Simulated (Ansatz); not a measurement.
# Which metal contacts 1T-SnSe2? The Schottky-Mott estimate

If a metal and one layer of 1T-SnSe2 lined up by their vacuum levels alone, the barrier for electrons would be the work function less the affinity, and that for holes the ionisation energy less the work function. What does that give for common contact metals?

How it was computed: Ansatz 0.2.0, plane waves with PAW datasets (its set soft_2), PBE. Layers: cell and atoms relaxed with a dispersion term, band edges read against the vacuum level. Here the gap is 0.77 eV, the ionisation energy 5.96 eV and the affinity 5.19 eV. Metals: relaxed slabs of 7 layers at the tabulated experimental lattice constant, Fermi-Dirac smearing of 0.1 eV, Ni with spin. Labels allow 0.1 eV either way.

What came out:

| metal | work function (eV) | barrier for electrons (eV) | barrier for holes (eV) | by the rule |
| --- | --- | --- | --- | --- |
| Sc(0001) | 3.59 | −1.60 | 2.37 | no barrier for electrons |
| Al(111) | 4.03 | −1.16 | 1.93 | no barrier for electrons |
| Hf(0001) | 4.33 | −0.86 | 1.63 | no barrier for electrons |
| Ti(0001) | 4.37 | −0.82 | 1.59 | no barrier for electrons |
| Ag(111) | 4.49 | −0.70 | 1.47 | no barrier for electrons |
| Mo(110) | 4.56 | −0.63 | 1.40 | no barrier for electrons |
| Cu(111) | 4.82 | −0.37 | 1.14 | no barrier for electrons |
| W(110) | 4.84 | −0.35 | 1.12 | no barrier for electrons |
| Ru(0001) | 5.01 | −0.18 | 0.95 | no barrier for electrons |
| Ni(111) | 5.06 | −0.13 | 0.90 | no barrier for electrons |
| Pd(111) | 5.24 | 0.05 | 0.72 | at the conduction edge |
| Au(111) | 5.27 | 0.08 | 0.69 | at the conduction edge |
| Pt(111) | 5.71 | 0.52 | 0.25 | favours holes |

What this shows: By the rule the Fermi level lies over the conduction edge for 10, inside the gap for 3 and under the valence edge for 0 of the 13 metals. The middle of the gap lies 5.58 eV under the vacuum level: metals with a smaller work function favour electrons, those with a larger one holes. Worked for Cu(111): 4.82 − 5.19 = −0.37 eV and 5.96 − 4.82 = 1.14 eV, which add up to the gap, 0.77 eV.

Caveats: This is the limit without any interaction. A real contact lowers the metal's work function by compressing its electron tail, moves charge and can pin the Fermi level, so barriers at bonded contacts depend far less on the metal; van der Waals contacts come nearer to the rule. The layer is built from a prototype, and its stability was not tested. PBE gaps usually lie under quasiparticle gaps, which makes the two barriers together too small, and a missing barrier can be an artefact of that. Spin-orbit coupling is left out. The table is a selection: not every member that was run is listed.
